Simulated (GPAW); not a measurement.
# Core-hole calculation of the F K edge in KF (Carobbiite, Fm-3m)

What does one-electron theory with a core hole give for the F K edge of KF (Carobbiite, Fm-3m)?

Program: GPAW 26.7.0. Level of theory: X-ray absorption from dipole matrix elements to empty bands, plane-wave PAW PBE. Results are calculated unless marked as measured.

## 1. Set-up

Symmetry: Fm-3m, No. 225, cubic system. The conventional cell has a = 5.344 Å, b = 5.344 Å, c = 5.344 Å, α = 90.00°, β = 90.00°, γ = 90.00°. Nearest to K lie 6 F at 2.67 Å. F has 6 K at 2.67 Å nearest. Farther neighbours and most contacts between anions are not listed.

Structure file:

```
K F
1.0
     0.00000    2.67185    2.67185
     2.67185    0.00000    2.67185
     2.67185    2.67185    0.00000
K F
1 1
Direct
  0.00000 0.00000 0.00000
  0.50000 0.50000 0.50000
```

## 2. Ground state of the crystal

The ground state comes first: it tells whether the system has a gap, which decides how the excited electron is treated.

scf.py reads:

```python
import numpy as np
from ase import Atoms
from ase.parallel import parprint, paropen
from gpaw import GPAW, PW, FermiDirac, Mixer, MixerDif, setup_paths
from gpaw.test import gen
setup_paths.insert(0, '.')
gen('F', name='nch1s', xcname='PBE', corehole=(1, 0, 0), write_xml=True)
from gpaw.mpi import world
world.barrier()

atoms = Atoms('KF',
    cell=[[0, 2.67185, 2.67185],
     [2.67185, 0, 2.67185],
     [2.67185, 2.67185, 0]],
    scaled_positions=[[0, 0, 0],
     [0.5, 0.5, 0.5]],
    pbc=True)
atoms.calc = calc = GPAW(legacy_gpaw=True, mode=PW(500, force_complex_dtype=True), xc='PBE', setups={1: 'nch1s'},
    kpts={'size': (8, 8, 8), 'gamma': True}, occupations=FermiDirac(0.05),
    charge=0, mixer=Mixer(0.1, 5, 50), maxiter=150,
    convergence={'density': 0.0001, 'eigenstates': 1e-6}, txt='scf.txt')
energy = atoms.get_potential_energy() + calc.get_reference_energy()
ef = calc.get_fermi_level()
out = dict(energy=energy, fermi=ef, forces=atoms.get_forces().tolist())
parprint(f'all-electron energy {energy:.4f} eV, Fermi level {ef:.4f} eV')
ev = np.array([[calc.get_eigenvalues(k, s) for k in range(len(calc.get_ibz_k_points()))] for s in range(calc.get_number_of_spins())])
out['homo'], out['lumo'], out['counts'] = ev[ev < ef].max(), ev[ev > ef].min(), sorted(set((ev < ef).sum((0, 2)).tolist()))
out['filled'] = (ev[:, 0] < ef).sum(1).tolist()
import json
with paropen('out.json', 'w') as f:
    json.dump(out, f)
```

Run with:

```
$ OMP_NUM_THREADS=1 mpirun -n 4 gpaw python scf.py
```

Numbers of over 12 decimals in the logs are rounded to 6 here.

Log:

```text
Input parameters:
  convergence: {density: 0.0001,
                eigenstates: 1e-06}
  kpts: {gamma: True,
         size: (8, 8, 8)}
  maxiter: 150
  mixer: {backend: pulay,
          beta: 0.1,
          method: separate,
          nmaxold: 5,
          weight: 50}
  mode: {ecut: 500.0,
         force_complex_dtype: True,
         name: pw}
  occupations: {fixmagmom: False,
                name: fermi-dirac,
                width: 0.05}
  setups: {1: nch1s}
  xc: PBE

Initialize ...

[... PAW data sets ...]

Reference energy: -19096.334145  # eV

Spin-paired calculation

[... convergence settings ...]
Symmetries present (total): 48
  [... symmetry matrices ...]

512 k-points: 8 x 8 x 8 Monkhorst-Pack grid + [1/16,1/16,1/16]
29 k-points in the irreducible part of the Brillouin zone
       k-points in crystal coordinates                weights
   0:     0.00000000    0.00000000    0.00000000          1/512
   1:     0.12500000    0.12500000    0.00000000          6/512
   2:     0.12500000    0.12500000    0.12500000          8/512
   3:     0.25000000    0.12500000    0.12500000         12/512
   4:     0.25000000    0.25000000    0.00000000          6/512
   5:     0.25000000    0.25000000    0.12500000         24/512
   6:     0.25000000    0.25000000    0.25000000          8/512
   7:     0.37500000    0.25000000   -0.37500000         24/512
   8:     0.37500000    0.25000000    0.12500000         24/512
   9:     0.37500000    0.25000000    0.25000000         24/512
          ...
  28:     0.50000000    0.50000000    0.50000000          4/512

Wave functions: Plane wave expansion
  Cutoff energy: 500.000 eV
  Number of coefficients (min, max): 941, 982
  Pulay-stress correction: 0.000000 eV/Ang^3 (de/decut=0.000000)
  Using FFTW library
  Wavefunction extrapolation:
    Improved wavefunction reuse through dual PAW basis

Occupation numbers: Fermi-Dirac:
  width: 0.0500  # eV

Eigensolver
   Davidson(niter=2)

Densities:
  Coarse grid: 20*20*20 grid
  Fine grid: 40*40*40 grid
  Total Charge: 0.000000

Density mixing:
  Method: separate
  Backend: pulay
  Linear mixing parameter: 0.1
  old densities: 5
  Width of damping distribution: 1.1
  Damping of long wavelength oscillations: 50

[... Hamiltonian set-up ...]
Number of atoms: 2
Number of atomic orbitals: 9
Number of bands in calculation: 9
Number of valence electrons: 16
Bands to converge: occupied

... initialized

Initializing position-dependent things.

Density initialized from atomic densities
Creating initial wave functions:
  9 bands from LCAO basis set

               F

       K

Atomic positions and initial magnetic moments

Positions:
   0 K      0.000000    0.000000    0.000000    ( 0.0000,  0.0000,  0.0000)
   1 F      2.671850    2.671850    2.671850    ( 0.0000,  0.0000,  0.0000)

Unit cell:
           periodic     x           y           z      points  spacing
  1. axis:    yes    0.000000    2.671850    2.671850    20     0.1543
  2. axis:    yes    2.671850    0.000000    2.671850    20     0.1543
  3. axis:    yes    2.671850    2.671850    0.000000    20     0.1543

  Lengths:   3.778567   3.778567   3.778567
  Angles:   60.000000  60.000000  60.000000

Effective grid spacing dv^(1/3) = 0.1683

iter:   1    -8.996900
iter:   2    -8.659822   -1.04  -1.24
iter:   3    -8.314918   -0.60  -1.32
iter:   4    -8.304648   -1.38  -1.46
iter:   5    -8.316002   -2.20  -1.67
iter:   6    -8.367791   -1.19  -2.35
iter:   7    -8.322382   -2.45  -1.94
iter:   8    -8.316091   -2.66  -2.23
iter:   9    -8.312720   -2.37  -2.42
iter:  10    -8.312952c  -3.96  -2.96
iter:  11    -8.314605c  -3.14  -2.96
iter:  12    -8.313014c  -3.30  -2.69
iter:  13    -8.312983c  -4.02  -3.36
iter:  14    -8.312981c  -4.77  -3.71
iter:  15    -8.313018c  -5.08  -3.88
iter:  16    -8.313052c  -5.08  -3.54
iter:  17    -8.312982c  -4.62  -3.38
iter:  18    -8.313008c  -5.58  -3.92
iter:  19    -8.312982c  -4.60  -3.58
iter:  20    -8.312986c  -5.98  -3.96
iter:  21    -8.312983c  -6.13c -4.19c

Converged after 21 iterations.

Dipole moment: (0.000000, 0.000000, 0.000000) |e|*Ang

Energy contributions relative to reference atoms: (reference = -19096.334145)

Kinetic:         +6.076708
Potential:       -4.610421
External:        +0.000000
XC:              -9.348482
Entropy (-ST):   -0.000000
Local:           -0.430787
SIC:             +0.000000
--------------------------
Free energy:     -8.312983
Extrapolated:    -8.312983

Showing only first 2 kpts
 Kpt  Band  Eigenvalues  Occupancy
  0     6     -0.34768    2.00000
  0     7     -0.34768    2.00000
  0     8      5.82696    0.00000

  1     6     -0.36812    2.00000
  1     7     -0.36740    2.00000
  1     8      6.37543    0.00000

Fermi level: 1.31907

Gap: 6.175 eV
Transition (v -> c):
  (s=0, k=0, n=7, [0.00, 0.00, 0.00]) -> (s=0, k=0, n=8, [0.00, 0.00, 0.00])
No difference between direct/indirect transitions

Forces in eV/Ang:
  0 K     0.00000    0.00000    0.00000
  1 F     0.00000   -0.00000   -0.00000
Scalar-relativistic atomic PBE calculation for F (Fluorine, Z=9)
Core hole in 1s state (1s occupation: 2.0)
300 radial gridpoints.
|------------------------------------------------|
|------------------------------------------------|
[... the atom generator's iteration count ...]

Energy contributions:
-------------------------
Kinetic:      +99.650231
XC:           -10.213739
Potential:   -189.177126
-------------------------
Total:        -99.740635

state      eigenvalue         ekin         rmax
-----------------------------------------------
1s^2.0 :   -24.376589    37.227293        0.114
2s^2.0 :    -1.098729     4.184364        0.764
2p^5.0 :    -0.408283     3.365383        0.707
-----------------------------------------------
(units: Bohr and Hartree)

Generating PAW setup
Kinetic energy of the core from tauc = 74.529793
Cutoffs:
rc(s)=1.200
rc(p)=1.200
rc(d)=1.200
rc(vbar)=1.080
rc(comp)=1.200
rc(nct)=1.200

Kinetic energy of the core states: 74.454586
Charge: 0.0
Core electrons: 2.0
Valence electrons: 7.0
Pseudo-core charge: 0.000368
Shape function alpha=6.944
Pseudo-electron charge 6.025586
state    eigenvalue         norm
--------------------------------
2s(2) :    -1.098729     1.064204
*s    :    -0.098729
2p(5) :    -0.408283     0.779362
*p    :     0.591717
*d    :     0.000000
--------------------------------

Diagonalizing with gridspacing h=0.050

state   all-electron     PAW
-------------------------------
2s:      -1.098729    -1.100423
2p:      -0.408283    -0.410405
*d:                    0.052031
*f:                    0.079032
-------------------------------
all-electron energy -19104.6471 eV, Fermi level 1.3191 eV
```

Wall time 5.2 s (4 MPI ranks of Intel Xeon Platinum 8488C (Sapphire Rapids), shared host); peak memory 0.17 GiB; 19 s of CPU time.

The mesh shows a gap of 6.17 eV, so the hole is first treated in a charged cell, without the excited electron.

## 3. Spectrum without a core hole, F atom 2

This cheap baseline ignores the attraction of the hole: it shows the absorber's empty states as they are in the ground state. The data set with a hole of occupation 0 only carries the core orbital.

The absorber has 6 K at 2.67 Å (octahedral, site symmetry m-3m).

xas.py reads:

```python
import numpy as np
from ase import Atoms
from ase.parallel import parprint, paropen
from gpaw import GPAW, PW, FermiDirac, Mixer, MixerDif, setup_paths
from gpaw.test import gen
setup_paths.insert(0, '.')
gen('F', name='nch1s', xcname='PBE', corehole=(1, 0, 0), write_xml=True)
from gpaw.mpi import world
world.barrier()

atoms = Atoms('KF',
    cell=[[0, 2.67185, 2.67185],
     [2.67185, 0, 2.67185],
     [2.67185, 2.67185, 0]],
    scaled_positions=[[0, 0, 0],
     [0.5, 0.5, 0.5]],
    pbc=True)
atoms.calc = calc = GPAW(legacy_gpaw=True, mode=PW(500, force_complex_dtype=True), xc='PBE', setups={1: 'nch1s'},
    kpts={'size': (8, 8, 8), 'gamma': True}, occupations=FermiDirac(0.02),
    charge=0, mixer=Mixer(0.1, 5, 50), maxiter=150,
    convergence={'density': 0.0001, 'eigenstates': 1e-6}, txt='scf.txt')
energy = atoms.get_potential_energy() + calc.get_reference_energy()
ef = calc.get_fermi_level()
out = dict(energy=energy, fermi=ef, forces=atoms.get_forces().tolist())
parprint(f'all-electron energy {energy:.4f} eV, Fermi level {ef:.4f} eV')
ev = np.array([[calc.get_eigenvalues(k, s) for k in range(len(calc.get_ibz_k_points()))] for s in range(calc.get_number_of_spins())])
out['homo'], out['lumo'], out['counts'] = ev[ev < ef].max(), ev[ev > ef].min(), sorted(set((ev < ef).sum((0, 2)).tolist()))
out['filled'] = (ev[:, 0] < ef).sum(1).tolist()

from ase.units import Ha
from gpaw.xas import dipole_matrix_elements
nb = int(calc.get_number_of_electrons() / 2) + 26
top = nb
nscf = calc.fixed_density(kpts={'size': (6, 6, 6), 'gamma': True},
    convergence={'eigenstates': 1.0}, txt='nscf.txt')
nscf.diagonalize_full_hamiltonian(nbands=nb)
cell = atoms.cell.array
ops = [cell.T @ U.T @ np.linalg.inv(cell.T) for U in nscf.wfs.kd.symmetry.op_scc]
filled = [8]  # bands filled in the ground state, by spin
E = np.arange(-25, 34, 0.1)
fwhm = np.interp(E, [4, 25], [0.9, 3.5])
Y, X, zero, highest = 0, 0, 1e9, 1e9
for spin in range(nscf.get_number_of_spins()):
    wfs = nscf.wfs
    mine = wfs.bd.get_slice()  # this rank's bands
    A = dipole_matrix_elements(wfs.setups[1])
    eps = np.zeros((wfs.kd.nibzkpts, nb))
    d = np.zeros((3, A.shape[1], wfs.kd.nibzkpts, nb), complex)
    for kpt in wfs.kpt_u:
        if kpt.s == spin and 1 in kpt.P_ani:
            eps[kpt.k, mine] = kpt.eps_n * Ha
            d[:, :, kpt.k, mine] = (kpt.weight * wfs.nspins / 2) ** 0.5 * np.inner(A, kpt.P_ani[1])
    world.sum(eps)
    world.sum(d)
    T = np.einsum('amkn,bmkn->abkn', d, d.conj()).real
    T = sum(np.einsum('ai,ijkn,bj->abkn', R, T, R) for R in ops) / len(ops)
    empty = np.ones_like(eps, bool) & (np.arange(nb) >= filled[spin])
    zero, highest = min(zero, eps[empty].min()), min(highest, eps[:, top - 1].min())
    lines = [(eps, T, empty)] if spin == 0 else lines + [(eps, T, empty)]
for eps, T, empty in lines:
    f = np.einsum('aakn->akn', T).reshape(3, -1)
    x = eps.ravel() - zero
    w = np.interp(x, E, fwhm) / 2.35482
    g = np.exp(-0.5 * ((E[:, None] - x) / w) ** 2) / (w * (2 * np.pi) ** 0.5)
    Y = Y + (f * empty.ravel()) @ g.T
    X = X + (f * ~empty.ravel()) @ g.T
out.update(E=E.round(2).tolist(), xas=Y.tolist(), xes=X.tolist(), zero=zero, valid=highest - zero, nk=len(eps), nb=nb)
for i in range(0, len(E), 10):
    parprint(f'{E[i]:7.2f}', *(f'{v:10.3e}' for v in Y[:, i]))
import json
with paropen('out.json', 'w') as f:
    json.dump(out, f)
```

Run with:

```
$ OMP_NUM_THREADS=1 mpirun -n 4 gpaw python xas.py
```

Log:

```text
Input parameters:
  convergence: {density: 0.0001,
                eigenstates: 1e-06}
  kpts: {gamma: True,
         size: (8, 8, 8)}
  maxiter: 150
  mixer: {backend: pulay,
          beta: 0.1,
          method: separate,
          nmaxold: 5,
          weight: 50}
  mode: {ecut: 500.0,
         force_complex_dtype: True,
         name: pw}
  occupations: {fixmagmom: False,
                name: fermi-dirac,
[...]
*p    :     0.591717
*d    :     0.000000
--------------------------------

Diagonalizing with gridspacing h=0.050

state   all-electron     PAW
-------------------------------
2s:      -1.098729    -1.100423
2p:      -0.408283    -0.410405
*d:                    0.052031
*f:                    0.079032
-------------------------------
all-electron energy -19104.6471 eV, Fermi level 1.2691 eV
[...]
32.00  2.528e-05  2.528e-05  2.528e-05
  33.00  2.331e-05  2.331e-05  2.331e-05
[key lines of the parts left out:]
Converged after 21 iterations.
Dipole moment: (0.000000, -0.000000, 0.000000) |e|*Ang
Free energy:     -8.312983
Fermi level: 1.26906
```

Elapsed: 11 s, on 4 MPI ranks; peak memory 0.27 GiB.

The F K spectrum, F atom 2, no core hole (energy from the lowest empty level; intensity scaled to a mean of 1 over the first 20 eV):

```tsv
E (eV)	intensity
-2.0	0.00
-1.5	0.00
-1.0	0.00
-0.5	0.00
0.0	0.01
0.5	0.06
1.0	0.11
1.5	0.23
2.0	0.61
2.5	1.24
3.0	2.26
3.5	1.90
4.0	1.16
4.5	0.67
5.0	0.97
5.5	1.70
6.0	1.71
6.5	1.68
7.0	1.81
7.5	1.50
8.0	1.08
8.5	0.88
9.0	0.82
9.5	0.79
10.0	0.74
10.5	0.71
11.0	0.76
11.5	0.85
12.0	0.86
12.5	0.73
13.0	0.54
13.5	0.41
14.0	0.37
14.5	0.41
15.0	0.51
15.5	0.62
16.0	0.70
16.5	0.81
17.0	0.97
17.5	1.22
18.0	1.49
18.5	1.71
19.0	1.80
19.5	1.75
20.0	1.58
20.5	1.36
21.0	1.14
21.5	0.94
22.0	0.78
22.5	0.66
23.0	0.59
23.5	0.56
24.0	0.58
24.5	0.62
25.0	0.69
25.5	0.77
26.0	0.84
26.5	0.90
27.0	0.94
27.5	0.96
28.0	0.94
28.5	0.90
29.0	0.85
29.5	0.79
30.0	0.74
30.5	0.69
31.0	0.64
31.5	0.60
32.0	0.57
```

Main maxima below 24 eV (height): 3.1 eV (2.33), 5.7 eV (1.78), 6.9 eV (1.81), 11.8 eV (0.87) and 19.1 eV (1.80). A K edge sees empty p states on the absorber.

The same matrix elements for filled bands give the F K emission of F atom 2 (ground-state approximation; energy from the lowest empty level, largest value 1):

```tsv
E (eV)	emission
-24.00	0.00
-23.25	0.00
-22.50	0.00
-21.75	0.00
-21.00	0.00
-20.25	0.00
-19.50	0.00
-18.75	0.00
-18.00	0.00
-17.25	0.00
-16.50	0.00
-15.75	0.00
-15.00	0.00
-14.25	0.00
-13.50	0.00
-12.75	0.00
-12.00	0.00
-11.25	0.00
-10.50	0.00
-9.75	0.00
-9.00	0.00
-8.25	0.00
-7.50	0.06
-6.75	0.77
-6.00	0.56
-5.25	0.02
-4.50	0.00
-3.75	0.00
-3.00	0.00
-2.25	0.00
-1.50	0.00
-0.75	0.00
0.00	0.00
0.75	0.00
1.50	0.00
2.25	0.00
3.00	0.00
```

Emission maxima: -6.4 eV (1.00).

## 4. Supercell without a hole, the energy reference

The photon energy needs a difference of total energies, so the cell and mesh of the coming hole run are first run without a hole.

scf.py: that of step 2 with these lines changed.

```diff
@@ -10,11 +10,21 @@
 
-atoms = Atoms('KF',
-    cell=[[0, 2.67185, 2.67185],
-     [2.67185, 0, 2.67185],
-     [2.67185, 2.67185, 0]],
+atoms = Atoms('K6F6',
+    cell=[[2.67185, 5.3437, 2.67185],
+     [2.67185, -5.3437, 2.67185],
+     [2.67185, -2.67185, -5.3437]],
     scaled_positions=[[0, 0, 0],
-     [0.5, 0.5, 0.5]],
+     [0.66666667, 0, 0.33333333],
+     [0.5, 0.5, 0],
+     [0.33333333, 0, 0.66666667],
+     [0.16666667, 0.5, 0.33333333],
+     [0.83333333, 0.5, 0.66666667],
+     [0.75, 0.25, 0],
+     [0.41666667, 0.25, 0.33333333],
+     [0.25, 0.75, 0],
+     [0.08333333, 0.25, 0.66666667],
+     [0.91666667, 0.75, 0.33333333],
+     [0.58333333, 0.75, 0.66666667]],
     pbc=True)
-atoms.calc = calc = GPAW(legacy_gpaw=True, mode=PW(500, force_complex_dtype=True), xc='PBE', setups={1: 'nch1s'},
-    kpts={'size': (8, 8, 8), 'gamma': True}, occupations=FermiDirac(0.05),
+atoms.calc = calc = GPAW(legacy_gpaw=True, mode=PW(500, force_complex_dtype=True), xc='PBE', setups={6: 'nch1s'},
+    kpts={'size': (3, 3, 3), 'gamma': True}, occupations=FermiDirac(0.02),
     charge=0, mixer=Mixer(0.1, 5, 50), maxiter=150,
```

Run with:

```
$ OMP_NUM_THREADS=1 mpirun -n 4 gpaw python scf.py
```

Log:

```text
Input parameters:
  convergence: {density: 0.0001,
                eigenstates: 1e-06}
  kpts: {gamma: True,
         size: (3, 3, 3)}
  maxiter: 150
  mixer: {backend: pulay,
          beta: 0.1,
          method: separate,
          nmaxold: 5,
          weight: 50}
  mode: {ecut: 500.0,
         force_complex_dtype: True,
         name: pw}
  occupations: {fixmagmom: False,
                name: fermi-dirac,
[...]
2s(2) :    -1.098729     1.064204
*s    :    -0.098729
2p(5) :    -0.408283     0.779362
*p    :     0.591717
*d    :     0.000000
--------------------------------

Diagonalizing with gridspacing h=0.050

state   all-electron     PAW
-------------------------------
2s:      -1.098729    -1.100423
2p:      -0.408283    -0.410405
*d:                    0.052031
*f:                    0.079032
-------------------------------
all-electron energy -114627.9012 eV, Fermi level 1.2660 eV
[key lines of the parts left out:]
Converged after 18 iterations.
Dipole moment: (-0.000000, 0.000000, -0.000000) |e|*Ang
Free energy:    -49.897062
Fermi level: 1.26603
```

Run time: 22 s. Hardware: 4 MPI ranks; peak memory 0.24 GiB.

Reference energy: -114627.901 eV with the cores included.

(Part 1 of 2 ends here.)

[Banner, clock and machine lines of the logs are left out without a mark of their own.]

[Logs are printed without paths, hosts, clocks, repeated set-up lines and the standing remarks that a program may print on its own settings, such as how far it seeks lower states.]

[Hosts, paths, dates, database ids (printed as entryN), source tags and the programs' standing remarks are cut or masked in the printed files.]

[Lists of maxima count a maximum above −3 eV only where it reaches 4 % of the highest in the window and stands out from its surroundings by 2 % of it (1.5 % where it reaches 55 %); shoulders and weaker maxima are passed over, and of the rest the first, up to two pre-edge ones and the few strongest are named.]
